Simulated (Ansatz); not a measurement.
**CaC2 (R-3m): a soft mode frozen in**

Wanted: the energy along a soft mode of CaC2 (R-3m) and the structure at the end.

Method: DFT r2SCAN, scalar-relativistic, plane waves, PAW, in Ansatz 0.2.0.

Most raw output is cut from this account.

## (1) The starting structure

Symmetry: R-3m, No. 166, trigonal system. The conventional cell has a = 3.862 Å, b = 3.862 Å, c = 11.783 Å, α = 90.00°, β = 90.00°, γ = 120.00°. Nearest to Ca lie 6 C at 2.60 Å. C has 1 C at 1.25 Å and 3 Ca at 2.60 Å nearest. Farther neighbours are not listed.

## (2) The dispersion

The cell comes from relaxations at this level that are not shown. Stability and thermal properties need the whole zone. Linear response on a 3×3×3 q mesh gives force constants as far as a supercell of that size would, and the tensors from the zone-centre run are typed in so that the long-range dipole term is interpolated apart.

input.yaml

```yaml
crystal:
  lattice:
    - [1.93100359, 1.1148654425, 3.9277786955]
    - [-1.93100359, 1.1148654425, 3.9277786955]
    - [0.0, -2.229730885, 3.9277786955]
  atoms:
    - { symbol: Ca, position: [0.0, 0.0, 0.0] }
    - { symbol: C, position: [0.552852901, 0.552852901, 0.552852901] }
    - { symbol: C, position: [0.447147099, 0.447147099, 0.447147099] }
kpoints:
  mp_grid: { grid: [6, 6, 6] }
hamiltonian:
  xc: r2scan
scf:
  occupations: { method: fixed }
output:
  eigenvalues: true
phonons:
  method: dfpt
  qmesh: [3, 3, 3]
  temperatures: { t_max: 1000, t_step: 50 }
  qpath:
    path:
      - [[0.0, 0.0, 0.0], [0.5, 0.5, 0.5], [0.77962278, 0.22037722, 0.5]]
      - [[0.5, -0.22037722, 0.22037722], [0.5, 0.0, 0.0], [0.0, 0.0, 0.0], [0.36018861, -0.36018861, 0.0]]
      - [[0.63981139, 0.0, 0.36018861], [0.5, 0.0, 0.5], [0.0, 0.0, 0.0]]
    npoints: 10
  non_analytic_term:
    high_frequency_dielectric_tensor: [[3.2014, 0.0, 0.0], [0.0, 3.2014, 0.0], [0.0, 0.0, 4.2922]]
    born_effective_charges:
      - { species: Ca, tensor: [[2.3046, 0.0, 0.0], [0.0, 2.3046, 0.0], [0.0, 0.0, 2.4701]] }
      - { species: C, tensor: [[-1.1523, 0.0, 0.0], [0.0, -1.1523, 0.0], [0.0, 0.0, -1.2351]] }
      - { species: C, tensor: [[-1.1523, 0.0, 0.0], [0.0, -1.1523, 0.0], [0.0, 0.0, -1.2351]] }
    source: "zone-centre run at this cell"
```

Command:

```bash
ansatz run input.yaml --threads 4 --pin off --max-ram 7168MiB --backend cpu --events-out ev --progress --plain --runs-dir out
```

It took 5.6 min on 4 threads of Arm Neoverse V2, shared host; peak memory 3.4 GiB.

Numbers from this step:

| Property | Result |
| --- | --- |
| gap on the k-mesh | 3.100 eV |
| volume per atom | 16.91 Å³ |
| sum-rule residual before enforcement | 2.54e-4 eV/Å² |
| lowest frequency on the path | -133.0 cm⁻¹ |
| point group | -3m |
| highest frequency on the path or at a solved wavevector | 1953 cm⁻¹ |
| highest optical mode at the zone centre (no LO-TO term) | 1951 cm⁻¹ |
| lowest optical zone-centre mode | 227.6 cm⁻¹ |
| lowest mode on the q mesh (acoustic modes at Γ apart) | -108.3 cm⁻¹ |

Frequencies (cm⁻¹) solved at each irreducible wavevector; negative means imaginary. Frequencies by wavevector, by row:

```
q in reciprocal lattice units  star  mode 1  mode 2  mode 3  mode 4  mode 5  mode 6  mode 7  mode 8  mode 9
                        0 0 0     1       0       0       0   227.6   241.8   241.8   268.2   268.2    1951
                   0 0 0.3333     6     -99   113.1   194.1     219   235.7   262.2   262.4   381.2    1952
              0 0.3333 0.3333     6    82.8    95.9   179.5   181.4     243   277.8   287.5   335.3    1952
             0 0.3333 -0.3333     6  -103.4   185.5   201.4   224.1     244   244.6   293.4   324.9    1952
         0.3333 0.3333 0.3333     2  -108.3  -108.3     193   229.6   229.6   267.4   267.4   335.7    1952
        0.3333 0.3333 -0.3333     6    41.7    80.5   167.6   207.3   246.9   277.2   286.7   321.6    1952
```

Interpolated from a 3×3×3 q mesh, with the LO-TO term (at Γ the limit along the path; where Γ stands inside the path, tables give the limit on arrival). Phonon branches along the path, in cm⁻¹:

```
     point  branch 1  branch 2  branch 3  branch 4  branch 5  branch 6  branch 7  branch 8  branch 9
         Γ         0         0         0       242       242       268       268       379      1951
   halfway       -83       -83       147       236       236       264       264       353      1952
         T      -133      -133       223       223       252       273       273       302      1952
   halfway       -82        26       187       224       228       279       291       308      1952
        H2       -65       166       186       211       227       282       295       315      1952
jump to H0       -65       166       186       211       227       282       295       315      1952
   halfway      -109       166       194       224       263       265       270       336      1953
         L      -111       131       203       223       243       252       302       348      1953
   halfway       -83        91       161       220       236       252       266       398      1952
         Γ         0         0         0       231       242       242       268       420      1951
   halfway      -106       127       196       216       229       249       278       384      1952
        S0       -90       179       205       210       244       250       296       321      1952
jump to S2       -90       179       205       210       244       250       296       321      1952
   halfway        36       155       160       207       246       273       300       311      1952
         F       102       126       135       206       247       293       296       301      1952
   halfway        58        78       150       204       243       266       280       363      1952
         Γ         0         0         0       238       242       242       268       412      1951
```

Symmetry leaves 6 wavevectors to solve. The lowest mode among them, the acoustic zeros apart, lies at q = (0.333, 0.333, 0.333) and is imaginary, 108.3i cm⁻¹, so the energy falls along it. Between them the interpolated path dips to 133i cm⁻¹.

## (3) The mode frozen in, largest atomic shift 0 Å

The mode followed lies at q = (0, 0, 0.333) with frequency 99.0i cm⁻¹, one of the unstable modes though not the softest. At small amplitude the distorted cell has space group no. 12 by a symmetry search on the positions. The undistorted cell that holds it gives the zero of energy on the same k mesh.

System of this step: CaC2. Symmetry: R-3m, No. 166, trigonal system. Conventional cell: a = 3.862 Å, b = 3.862 Å, c = 11.783 Å, α = 90.00°, β = 90.00°, γ = 120.00°. Nearest to Ca lie 6 C at 2.60 Å. C has 1 C at 1.25 Å and 3 Ca at 2.60 Å nearest. Farther neighbours are not listed.

input.yaml

```yaml
crystal:
  lattice:
    - [-3.86200718, 0.0, 0.0]
    - [-1.93100359, -1.1148654425, -3.9277786955]
    - [0.0, -8.9189235399, 3.9277786955]
  atoms:
    - { symbol: Ca, position: [0.6666666667, 0.6666666667, 0.6666666667] }
    - { symbol: Ca, position: [0.3333333333, 0.3333333333, 0.3333333333] }
    - { symbol: Ca, position: [0.0, 1.0, 0.0] }
    - { symbol: C, position: [0.4038038679, 0.1923922641, 0.850950967] }
    - { symbol: C, position: [0.0704705346, 0.8590589308, 0.5176176337] }
    - { symbol: C, position: [0.7371372013, 0.5257255975, 0.1842843003] }
    - { symbol: C, position: [0.2628627987, 0.4742744025, 0.8157156997] }
    - { symbol: C, position: [0.9295294654, 0.1409410692, 0.4823823663] }
    - { symbol: C, position: [0.5961961321, 0.8076077359, 0.149049033] }
kpoints:
  mp_grid: { grid: [6, 6, 2] }
hamiltonian:
  xc: r2scan
scf:
  occupations: { method: gaussian, width: 0.02 }
output:
  forces: true
  stress: true
  eigenvalues: true
```

Run time: 4.5 s. Hardware: 4 threads; peak memory 0.82 GiB.

This step gave:

```yaml
pressure: 6.43e-5 GPa
energy_from_the_undistorted_cell: 0 meV/atom
```

At this level the gap is 3.10 eV on the k-mesh of the self-consistent run, which can miss the band edges.

## (4) The mode frozen in, largest atomic shift 0.08 Å

The atoms are moved along the unstable eigenvector, the largest shift by 0.08 Å, with the cell fixed.

input.yaml

```yaml
crystal:
  lattice:
    - [-3.86200718, 0.0, 0.0]
    - [-1.93100359, -1.1148654425, -3.9277786955]
    - [0.0, -8.9189235399, 3.9277786955]
  atoms:
    - { symbol: Ca, position: [0.6736941141, 0.6526117717, 0.6687753003] }
    - { symbol: Ca, position: [0.3333333566, 0.3333332869, 0.3333333403] }
    - { symbol: Ca, position: [-0.0070274707, 1.0140549414, -0.0021086406] }
    - { symbol: C, position: [0.4077375201, 0.1845249598, 0.8429648504] }
    - { symbol: C, position: [0.0721599961, 0.8556800077, 0.5226565611] }
    - { symbol: C, position: [0.7315141489, 0.5369717023, 0.1872316723] }
    - { symbol: C, position: [0.2589293877, 0.4821412246, 0.8237018852] }
    - { symbol: C, position: [0.9351525104, 0.1296949792, 0.4794350374] }
    - { symbol: C, position: [0.5945067021, 0.8109865958, 0.1440100695] }
kpoints:
  mp_grid: { grid: [6, 6, 2] }
hamiltonian:
  xc: r2scan
scf:
  occupations: { method: gaussian, width: 0.02 }
output:
  forces: true
  stress: true
  eigenvalues: true
```

Elapsed: 4.8 s, on 4 threads; peak memory 0.82 GiB; 19 s of CPU time.

A gap read on the k-mesh alone can miss the band edges.

This step gave:

```
pressure                         : -0.5333 GPa
gap on the k-mesh                : 3.079 eV
energy from the undistorted cell : -0.872 meV/atom
```

The energy, extrapolated to zero smearing, is -0.87 meV/atom against the undistorted cell.

## (5) Energy along the mode, all amplitudes (two of the runs are shown above)

An imaginary frequency means negative curvature, so the energy should fall and then rise again as anharmonic terms take over.

Numbers from this step:

* depth at the lowest point sampled: 0.872 meV/atom
* largest atomic shift at that point: 0.08 Å

Table of energy from the parent by largest shift of an atom, one sign:

```
largest shift of an atom, one sign (Å)  energy from the parent (meV/atom)
                                0.0000                                  0
                                0.0400                             -0.296
                                0.0800                             -0.872
                                0.1400                              0.202
                                0.2200                               14.7
```

Displacement at unit largest shift by atom:

```
atom  x (Å)  y (Å)  z (Å)  size
 Ca1   0.00  -0.04   0.79  0.79
 Ca2   0.00   0.00   0.00  0.00
 Ca3   0.00   0.04  -0.79  0.79
  C4   0.00   1.00  -0.01  1.00
  C5   0.00  -0.52   0.41  0.66
  C6   0.00  -0.48  -0.41  0.63
  C7   0.00  -1.00   0.01  1.00
  C8   0.00   0.48   0.41  0.63
  C9   0.00   0.52  -0.41  0.66
```

The lowest of the steps tried is at 0.08 Å, 0.872 meV/atom below the parent; the bottom of the well need not coincide with a step.

## (6) Relaxation from the frozen mode

Starting from the lowest point found, all atoms and the cell are let go, so that strain and other modes of the same symmetry can join in.

input.yaml: that of step 4 with these lines changed.

```diff
@@ -20,3 +20,3 @@
 scf:
-  occupations: { method: gaussian, width: 0.02 }
+  occupations: { method: fixed }
 output:
@@ -25 +25,6 @@
   eigenvalues: true
+relax:
+  adjacent_minimum: "off"
+  f_tol: 0.002
+  max_steps: 120
+  cell: { stress_tol: 0.03 }
```

It took 76 s on 4 threads; peak memory 0.85 GiB; 4.9 min of CPU time.

Relaxation path:

```
step  energy less that of the first step (eV)  largest force component (eV/Å)  pressure (GPa)  volume (Å³)
   1                                   0.0000                          0.8130           -0.53       152.20
   2                                  -0.0250                          0.2790           -0.19       151.82
   3                                  -0.1058                          1.8074           -1.16       150.24
   4                                  -0.0800                          2.9053           -2.66       148.47
   5                                  -0.1865                          1.1923           -0.79       148.85
   6                                  -0.2776                          0.9212           -0.60       147.40
   7                                  -0.3674                          0.2894           -0.03       146.42
   8                                  -0.4357                          0.0721           -0.18       146.25
   9                                  -0.4374                          0.0155           -0.03       145.94
  10                                  -0.4375                          0.0056            0.01       145.87
  11                                  -0.4375                          0.0008            0.00       145.88
 12*                                  -0.4377                          0.0011            0.03       145.88
  13                                  -0.4378                          0.0030            0.01       145.94
  14                                  -0.4378                          0.0105           -0.01       145.95
  15                                  -0.4378                          0.0002            0.00       145.95
 16*                                  -0.4378                          0.0002            0.00       145.95
```

Relaxation steps marked * repeat the geometry before them on a plane-wave basis chosen anew for their cell, so energy and pressure can jump there. Relaxation step 4 was tried and not accepted.

The run keeps the 4 symmetry operations that it works with, so distortions that break them were not tested.

```
     cell as run  before   after   change
           a (Å)   3.862   3.809   -1.4 %
           b (Å)   4.517   4.067  -10.0 %
           c (Å)   9.745  10.721  +10.0 %
           α (°)   97.16   95.23   -2.0 %
           γ (°)   64.69   62.08   -4.0 %
volume (Å³/atom)   16.91   16.22   -4.1 %
```

The atoms that moved most (Å, as changes of fractional coordinates times the final cell):

```
atom     dx      dy      dz  length
  C4  0.000   0.471  -0.210   0.515
  C7  0.000  -0.471   0.210   0.515
 Ca1  0.000   0.098   0.388   0.401
 Ca3  0.000  -0.098  -0.388   0.401
  C8  0.000   0.299   0.243   0.386
  C6  0.000  -0.299  -0.243   0.386
  C5  0.000  -0.189   0.193   0.270
  C9  0.000   0.189  -0.193   0.270
```

The relaxed structure:

```cif
data_structure
_symmetry_space_group_name_H-M 'P 1'
_symmetry_Int_Tables_number 1
_cell_length_a 3.8085
_cell_length_b 4.0671
_cell_length_c 10.7208
_cell_angle_alpha 95.226
_cell_angle_beta 90.000
_cell_angle_gamma 62.082
_cell_volume 145.95
loop_
_atom_site_label
_atom_site_type_symbol
_atom_site_fract_x
_atom_site_fract_y
_atom_site_fract_z
_atom_site_occupancy
Ca1 Ca 0.72920 0.54161 0.67006 1
Ca2 Ca 0.33333 0.33333 0.33333 1
Ca3 Ca 0.93747 0.12506 0.99661 1
C4 C 0.40515 0.18970 0.79509 1
C5 C 0.08728 0.82543 0.54469 1
C6 C 0.68426 0.63148 0.20787 1
C7 C 0.26152 0.47696 0.87158 1
C8 C 0.98240 0.03519 0.45880 1
C9 C 0.57938 0.84123 0.12198 1
```

This step gave:

```
pressure          : -3.25e-4 GPa
gap on the k-mesh : 2.698 eV
volume per atom   : 16.22 Å³
```

The distorted start has space group C2/m; the relaxation ends in C2/m.

## (7) The new phase in its own primitive cell

The relaxed structure is symmetrised, reduced to its primitive cell and relaxed tightly, as its phonons need.

input.yaml

```yaml
crystal:
  lattice:
    - [3.5937795695, -1.9042692335, 0.0]
    - [3.5937795695, 1.9042692335, 0.0]
    - [-1.1052164764, 0.0, 10.6636743498]
  atoms:
    - { symbol: Ca, position: [0.1041368441, 0.1041368441, 0.3367244868] }
    - { symbol: Ca, position: [0.5, 0.5, 0.0] }
    - { symbol: Ca, position: [0.8958631559, 0.8958631559, 0.6632755132] }
    - { symbol: C, position: [0.428184924, 0.428184924, 0.4617574467] }
    - { symbol: C, position: [0.7460498996, 0.7460498996, 0.2113541889] }
    - { symbol: C, position: [0.1490714527, 0.1490714527, 0.8745346778] }
    - { symbol: C, position: [0.571815076, 0.571815076, 0.5382425533] }
    - { symbol: C, position: [0.8509285473, 0.8509285473, 0.1254653222] }
    - { symbol: C, position: [0.2539501004, 0.2539501004, 0.7886458111] }
kpoints:
  mp_grid: { grid: [6, 6, 2] }
hamiltonian:
  xc: r2scan
scf:
  occupations: { method: fixed }
output:
  forces: true
  stress: true
  eigenvalues: true
relax:
  adjacent_minimum: "off"
  f_tol: 0.001
  max_steps: 60
  cell: { stress_tol: 0.01 }
```

Elapsed: 9.8 s, on 4 threads; peak memory 0.82 GiB; 38 s of CPU time.

Little changed from the start: no atom moved by 0.005 Å and no cell edge by 0.1 %.

This step gave:

| Item | Value |
| --- | --- |
| pressure | -3.13e-4 GPa |
| direct gap on mesh | 3.145 eV |

The largest force component left is 0.17 meV/Å and the pressure is 0.000 GPa, within the tolerances set. The cell now holds 16.22 Å³/atom.

## (8) The phases reached

The phases reached along the modes that were followed are set side by side.

Energies are those of the first relaxation, on the mesh of the frozen mode; space group, volume and gap are those of the last relaxation. Phases, by row:

```
                   mode frozen in  space group  energy from parent (meV/atom)  volume (Å³/atom)  gap on mesh (eV)  lowest zone-centre optical mode (cm⁻¹)  largest shift (Å)
                           parent         R-3m                              0             16.91               3.1                                       –                  –
q = (0, 0.333, -0.333), 103i cm⁻¹          P-1                         -48.37             15.93             1.756                                   233.9              0.449
      q = (0, 0, 0.333), 99i cm⁻¹         C2/m                         -49.51             16.22             2.698                                       –              0.598
```

## (9) Results

```json
{
 "unstable mode of the parent": "q = (0, 0, 0.333), 99i cm⁻¹",
 "depth at the lowest point sampled": "0.872 meV/atom",
 "largest atomic shift at that point": "0.08 Å",
 "space group reached (within 0.01 Å)": "C2/m",
 "energy gained over the parent (first relaxation, on the mesh of the frozen mode)": "49.5 meV/atom",
 "volume per atom, phase reached": "16.2 Å³",
 "gap on the k-mesh, phase reached": "2.70 eV"
}
```

In words: Along this mode the structure falls into C2/m, 49.5 meV/atom below the parent. At the parent's cell the well is 0.872 meV/atom deep on the steps tried, with its lowest point at a shift of 0.08 Å. Relaxing atoms and cell changes the gain by +48.64 meV/atom against the lowest step (energies at zero smearing). Most of the total comes from this relaxation. The modes of the phase reached were not computed on this path. How so shallow a well moves with the k mesh was not tested. Of the 2 patterns followed to their end from this parent, this one reaches the lowest energy. Each path keeps the symmetry of its pattern, so a lower phase may lie along a pattern not tried. The program warns that the interpolation holds no quadrupole term, so branches close to Γ can be off in this crystal.

[Logs are printed without paths, hosts, clocks, repeated set-up lines and the standing remarks that a program may print on its own settings, such as how far it seeks lower states.]

[Hosts, paths, dates, database ids (printed as entryN), source tags and the programs' standing remarks are cut or masked in the printed files.]
